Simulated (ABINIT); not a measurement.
## Completion of the band sum in GW: BN (Qingsongite)

Aim: few bands, with and without a completion of the sum over empty states, for BN (Qingsongite).

Program: ABINIT 10.8.3. Level of theory: PBE and many-body steps on it, plane waves. Values are calculated unless marked as measured.

Report form: inputs, costs, results and the conclusion, without the logs.

**1. The system as given**

It takes space group F-43m (No. 216, cubic). Conventional cell: a = 3.615 Å, b = 3.615 Å, c = 3.615 Å, α = 90.00°, β = 90.00°, γ = 90.00°. Nearest to B lie 4 N at 1.57 Å. N has 4 B at 1.57 Å nearest. Farther neighbours, and contacts between anions beyond the nearest, are not listed.

The cell and positions come from the Crystallography Open Database and are kept as given unless a step says otherwise.

**2. Empty states on the mesh, 8×8×8 mesh, 61 bands**

This step: ABINIT 10.8.3; DFT, PBE, plane waves, norm-conserving pseudopotentials.

The sums over transitions need many empty states on a uniform mesh; this step solves for them.

run.abi reads:

```
acell 3*1.0 Angstrom
rprim 
  -0.000000000000 1.807500000000 1.807500000000
  1.807500000000 0.000000000000 1.807500000000
  1.807500000000 1.807500000000 -0.000000000000
ntypat 2
znucl 5 7
natom 2
typat 1 2
xred 
  0.000000000000 0.000000000000 0.000000000000
  0.250000000000 0.250000000000 0.250000000000
pp_dirpath "pseudos"
pseudos "B.upf, N.upf"
ecut 36
ngkpt 8 8 8
nshiftk 1
shiftk 0 0 0
kptopt 1
chksymbreak 0
irdden 1
istwfk *1
nband 61
prtvol 0
optdriver 6
gwr_task "HDIAGO"
paral_kgb 0
occopt 1
indata_prefix "in"
outdata_prefix "out"
tmpdata_prefix "tmp"
```

Started as:

```bash
$ OMP_NUM_THREADS=1 mpirun -n 8 abinit run.abi > log
```

Run time: 4.9 s. Hardware: 8 MPI ranks of Arm Neoverse V2, shared host; peak memory 0.76 GiB; 38 s of CPU time.

Read from the output:

```yaml
gap: 4.535 eV
k_of_the_valence_top: 0, 0, 0
k_of_the_conduction_bottom: 0.5, 0.5, 0
least_direct_gap: 8.878 eV
k_points_computed: 29
lowest_point_of_the_top_converged_band_above_the_valence_top: 119.7461 eV
```

On this mesh the gap is 4.535 eV.

The density comes from a self-consistent run that is not shown.

**3. Screening, 8×8×8 mesh, 53 bands, screening to 228.6 eV**

The RPA dielectric matrix is built and inverted for each q.

This step: RPA screening on PBE, plane waves, norm-conserving pseudopotentials.

Changes to run.abi since step 2:

```diff
@@ -20,10 +20,11 @@
 chksymbreak 0
-irdden 1
 istwfk *1
-nband 61
-prtvol 0
-optdriver 6
-gwr_task "HDIAGO"
-paral_kgb 0
 occopt 1
+irdwfk 1
+optdriver 3
+nband 53
+ecuteps 8.4
+inclvkb 2
+awtr 1
+symchi 1
 indata_prefix "in"
```

Run time: 19 s. Hardware: 8 MPI ranks; peak memory 0.94 GiB.

Read from the output:

- ε∞ with local fields, on this mesh: 4.313
- ε∞ without local fields, on this mesh: 4.660
- plasma frequency: 30.56 eV
- plane waves in the screening matrix: 89

Local fields lower ε∞ by 7 %.

**4. 53 bands**

The self-energy is evaluated for the states that the input lists, and the quasiparticle equation is solved.

This step: G0W0 on PBE, plane waves, norm-conserving pseudopotentials.

Changes to run.abi since step 3:

```diff
@@ -23,8 +23,17 @@
 irdwfk 1
-optdriver 3
+optdriver 4
 nband 53
+gwcalctyp 0
+ecutsigx 36
+symsigma 1
+nkptgw 2
+kptgw 
+  0.0000000000 0.0000000000 0.0000000000
+  0.5000000000 0.5000000000 0.0000000000
+bdgw 
+  2 7
+  3 6
 ecuteps 8.4
-inclvkb 2
-awtr 1
-symchi 1
+irdscr 1
+ppmodel 1
 indata_prefix "in"
```

Run time: 2.9 s. Hardware: 8 MPI ranks; peak memory 0.12 GiB.

Read from the output:

| Property | Result |
| --- | --- |
| G0W0 gap on the mesh | 5.960 eV |
| starting gap on the mesh | 4.535 eV |
| k of the valence top | 0, 0, 0 |
| k of the conduction bottom | 0.5, 0.5, 0 |
| Z at the valence top | 0.828 |
| Z at the conduction bottom | 0.855 |
| least direct G0W0 gap on the computed points | 10.90 eV |

The gap on the mesh goes from 4.53 eV to 5.96 eV, a correction of +1.43 eV.

**5. Screening, 8×8×8 mesh, 12 bands, screening to 228.6 eV**

This step: RPA screening on PBE, plane waves, norm-conserving pseudopotentials.

Changes to run.abi since step 4:

```diff
@@ -23,17 +23,8 @@
 irdwfk 1
-optdriver 4
-nband 53
-gwcalctyp 0
-ecutsigx 36
-symsigma 1
-nkptgw 2
-kptgw 
-  0.0000000000 0.0000000000 0.0000000000
-  0.5000000000 0.5000000000 0.0000000000
-bdgw 
-  2 7
-  3 6
+optdriver 3
+nband 12
 ecuteps 8.4
-irdscr 1
-ppmodel 1
+inclvkb 2
+awtr 1
+symchi 1
 indata_prefix "in"
```

Elapsed: 40 s, on 8 MPI ranks; peak memory 0.75 GiB; 2.2 min of CPU time.

This step gave:

| Property | Result |
| --- | --- |
| ε∞ with local fields, on this mesh | 4.286 |
| ε∞ without local fields, on this mesh | 4.614 |
| plasma frequency | 30.56 eV |
| plane waves in the screening matrix | 89 |

**6. 12 bands**

This step: G0W0 on PBE, plane waves, norm-conserving pseudopotentials.

Changes to run.abi since step 5:

```diff
@@ -23,8 +23,17 @@
 irdwfk 1
-optdriver 3
+optdriver 4
 nband 12
+gwcalctyp 0
+ecutsigx 36
+symsigma 1
+nkptgw 2
+kptgw 
+  0.0000000000 0.0000000000 0.0000000000
+  0.5000000000 0.5000000000 0.0000000000
+bdgw 
+  2 7
+  3 6
 ecuteps 8.4
-inclvkb 2
-awtr 1
-symchi 1
+irdscr 1
+ppmodel 1
 indata_prefix "in"
```

Started as:

```bash
$ OMP_NUM_THREADS=1 mpirun -n 6 abinit run.abi > log
```

Elapsed: 6.5 s, on 6 MPI ranks; peak memory 0.67 GiB.

Numbers from this step:

| Item | Value |
| --- | --- |
| G0W0 gap on the mesh | 5.954 eV |
| starting gap on the mesh | 4.535 eV |
| k of the valence top | 0, 0, 0 |
| k of the conduction bottom | 0.5, 0.5, 0 |
| Z at the valence top | 0.834 |
| Z at the conduction bottom | 0.861 |
| least direct G0W0 gap on the computed points | 11.11 eV |

Against G0W0 in ABINIT (8×8×8 mesh, 53 bands, screening to 228.6 eV, Godby-Needs plasmon pole), the gap moves by −0.006 eV.

**7. Screening, 8×8×8 mesh, 12 bands, screening to 228.6 eV**

This step: RPA screening on PBE, plane waves, norm-conserving pseudopotentials.

Changes to run.abi since step 6:

```diff
@@ -23,17 +23,10 @@
 irdwfk 1
-optdriver 4
+optdriver 3
 nband 12
-gwcalctyp 0
-ecutsigx 36
-symsigma 1
-nkptgw 2
-kptgw 
-  0.0000000000 0.0000000000 0.0000000000
-  0.5000000000 0.5000000000 0.0000000000
-bdgw 
-  2 7
-  3 6
 ecuteps 8.4
-irdscr 1
-ppmodel 1
+inclvkb 2
+awtr 1
+symchi 1
+gwcomp 1
+gwencomp 2
 indata_prefix "in"
```

Started as:

```bash
$ OMP_NUM_THREADS=1 mpirun -n 8 abinit run.abi > log
```

The job ended after 2 min (8 MPI ranks; peak memory 0.78 GiB).

Numbers from this step:

- ε∞ with local fields, on this mesh: 4.312
- ε∞ without local fields, on this mesh: 4.614
- plasma frequency: 30.56 eV
- plane waves in the screening matrix: 89

**8. 12 bands, completed**

This step: G0W0 on PBE, plane waves, norm-conserving pseudopotentials.

Changes to run.abi since step 7:

```diff
@@ -23,8 +23,17 @@
 irdwfk 1
-optdriver 3
+optdriver 4
 nband 12
+gwcalctyp 0
+ecutsigx 36
+symsigma 1
+nkptgw 2
+kptgw 
+  0.0000000000 0.0000000000 0.0000000000
+  0.5000000000 0.5000000000 0.0000000000
+bdgw 
+  2 7
+  3 6
 ecuteps 8.4
-inclvkb 2
-awtr 1
-symchi 1
+irdscr 1
+ppmodel 1
 gwcomp 1
```

Started as:

```bash
$ OMP_NUM_THREADS=1 mpirun -n 6 abinit run.abi > log
```

Elapsed: 10 s, on 6 MPI ranks; peak memory 0.41 GiB.

Numbers from this step:

| Quantity | Value |
| --- | --- |
| G0W0 gap on the mesh | 6.178 eV |
| starting gap on the mesh | 4.535 eV |
| k of the valence top | 0, 0, 0 |
| k of the conduction bottom | 0.5, 0.5, 0 |
| least direct G0W0 gap on the computed points | 11.11 eV |

Against G0W0 in ABINIT (8×8×8 mesh, 53 bands, screening to 228.6 eV, Godby-Needs plasmon pole), the gap moves by +0.218 eV.

**9. Screening, 8×8×8 mesh, 21 bands, screening to 228.6 eV**

This step: RPA screening on PBE, plane waves, norm-conserving pseudopotentials.

Changes to run.abi since step 8:

```diff
@@ -23,19 +23,8 @@
 irdwfk 1
-optdriver 4
-nband 12
-gwcalctyp 0
-ecutsigx 36
-symsigma 1
-nkptgw 2
-kptgw 
-  0.0000000000 0.0000000000 0.0000000000
-  0.5000000000 0.5000000000 0.0000000000
-bdgw 
-  2 7
-  3 6
+optdriver 3
+nband 21
 ecuteps 8.4
-irdscr 1
-ppmodel 1
-gwcomp 1
-gwencomp 2
+inclvkb 2
+awtr 1
+symchi 1
 indata_prefix "in"
```

Started as:

```bash
$ OMP_NUM_THREADS=1 mpirun -n 8 abinit run.abi > log
```

It took 59 s on 8 MPI ranks; peak memory 0.79 GiB.

Read from the output:

```
ε∞ with local fields, on this mesh    : 4.303
ε∞ without local fields, on this mesh : 4.651
plasma frequency                      : 30.56 eV
plane waves in the screening matrix   : 89
```

**10. 21 bands**

This step: G0W0 on PBE, plane waves, norm-conserving pseudopotentials.

Changes to run.abi since step 9:

```diff
@@ -23,8 +23,17 @@
 irdwfk 1
-optdriver 3
+optdriver 4
 nband 21
+gwcalctyp 0
+ecutsigx 36
+symsigma 1
+nkptgw 2
+kptgw 
+  0.0000000000 0.0000000000 0.0000000000
+  0.5000000000 0.5000000000 0.0000000000
+bdgw 
+  2 7
+  3 6
 ecuteps 8.4
-inclvkb 2
-awtr 1
-symchi 1
+irdscr 1
+ppmodel 1
 indata_prefix "in"
```

The job ended after 15 s (8 MPI ranks; peak memory 0.87 GiB; 60 s of CPU time).

Numbers from this step:

- G0W0 gap on the mesh: 5.883 eV
- starting gap on the mesh: 4.535 eV
- k of the valence top: 0, 0, 0
- k of the conduction bottom: 0.5, 0.5, 0
- least direct G0W0 gap on the computed points: 10.93 eV

Against G0W0 in ABINIT (8×8×8 mesh, 53 bands, screening to 228.6 eV, Godby-Needs plasmon pole), the gap moves by −0.077 eV.

**11. Screening, 8×8×8 mesh, 21 bands, screening to 228.6 eV**

This step: RPA screening on PBE, plane waves, norm-conserving pseudopotentials.

Changes to run.abi since step 10:

```diff
@@ -23,17 +23,10 @@
 irdwfk 1
-optdriver 4
+optdriver 3
 nband 21
-gwcalctyp 0
-ecutsigx 36
-symsigma 1
-nkptgw 2
-kptgw 
-  0.0000000000 0.0000000000 0.0000000000
-  0.5000000000 0.5000000000 0.0000000000
-bdgw 
-  2 7
-  3 6
 ecuteps 8.4
-irdscr 1
-ppmodel 1
+inclvkb 2
+awtr 1
+symchi 1
+gwcomp 1
+gwencomp 2
 indata_prefix "in"
```

The job ended after 62 s (8 MPI ranks; peak memory 0.81 GiB).

Read from the output:

```
ε∞ with local fields, on this mesh    : 4.314
ε∞ without local fields, on this mesh : 4.651
plasma frequency                      : 30.56 eV
plane waves in the screening matrix   : 89
```

**12. 21 bands, completed**

This step: G0W0 on PBE, plane waves, norm-conserving pseudopotentials.

Changes to run.abi since step 11:

```diff
@@ -23,8 +23,17 @@
 irdwfk 1
-optdriver 3
+optdriver 4
 nband 21
+gwcalctyp 0
+ecutsigx 36
+symsigma 1
+nkptgw 2
+kptgw 
+  0.0000000000 0.0000000000 0.0000000000
+  0.5000000000 0.5000000000 0.0000000000
+bdgw 
+  2 7
+  3 6
 ecuteps 8.4
-inclvkb 2
-awtr 1
-symchi 1
+irdscr 1
+ppmodel 1
 gwcomp 1
```

Wall time 11 s (8 MPI ranks); peak memory 0.88 GiB.

This step gave:

* G0W0 gap on the mesh: 6.082 eV
* starting gap on the mesh: 4.535 eV
* k of the valence top: 0, 0, 0
* k of the conduction bottom: 0.5, 0.5, 0
* least direct G0W0 gap on the computed points: 11.00 eV

Against G0W0 in ABINIT (8×8×8 mesh, 53 bands, screening to 228.6 eV, Godby-Needs plasmon pole), the gap moves by +0.122 eV.

**13. Side by side**

Times are wall times on the hardware named with each run, good to a factor of about two. A run's time includes the screening step that it read.

| run | mesh | bands | screening cutoff (eV) | DFT gap (eV) | gap on the mesh (eV) | direct (eV) | ε∞ used | time |
| --- | --- | --- | --- | --- | --- | --- | --- | --- |
| 53 bands | 8×8×8 | 53 | 228.6 | 4.535 | 5.960 | 10.895 | 4.31 | 22 s |
| 12 bands | 8×8×8 | 12 | 228.6 | 4.535 | 5.954 | 11.107 | 4.29 | 46 s |
| 12 bands, completed | 8×8×8 | 12 | 228.6 | 4.535 | 6.178 | 11.106 | 4.31 | 2.2 min |
| 21 bands | 8×8×8 | 21 | 228.6 | 4.535 | 5.883 | 10.928 | 4.30 | 73 s |
| 21 bands, completed | 8×8×8 | 21 | 228.6 | 4.535 | 6.082 | 11.002 | 4.31 | 73 s |

**14. Outcome**

```json
{
  "53 bands": "5.960 eV",
  "12 bands": "5.954 eV",
  "12 bands, completed": "6.178 eV",
  "21 bands": "5.883 eV",
  "21 bands, completed": "6.082 eV"
}
```

**Reading.** 12 bands: −0.006 eV against 53 bands. 12 bands, completed: +0.218 eV against 53 bands. 21 bands: −0.077 eV against 53 bands. 21 bands, completed: +0.122 eV against 53 bands. The row with most bands is itself short of the limit, so it is no exact reference, and agreement of a truncated run with it can be a cancellation between the edges.

[Long decimals in the printed logs are rounded to 6 places.]

[Logs are printed without paths, hosts, clocks, repeated set-up lines and the standing remarks that a program may print on its own settings, such as how far it seeks lower states.]

[Paths, hosts, dates, memory and timing lines, banners, echoed tables and standing remarks are left out of the program output; an Ansatz launch command may be rebuilt from the run's recorded settings. Measured values are a selection of at most five: reports struck by readers or far from the other reports are left out. None is set beside runs whose start may be inverted or whose files or cutoffs have a known fault.]

[Runs of the session that timed out or met a known fault of the program may be left out.]

[Hosts, paths, dates, database ids (printed as entryN), source tags and the programs' standing remarks are cut or masked in the printed files.]

[G0W0 gaps are taken among the corrected bands and points alone; a level outside them can change the order at an edge.]

[Where Ansatz stands beside ABINIT at settings called matched, ABINIT's density can come from a denser mesh and the files from another edition; pairs whose starting gaps differed by over 0.03 eV were left out, so agreement reads better than it is.]
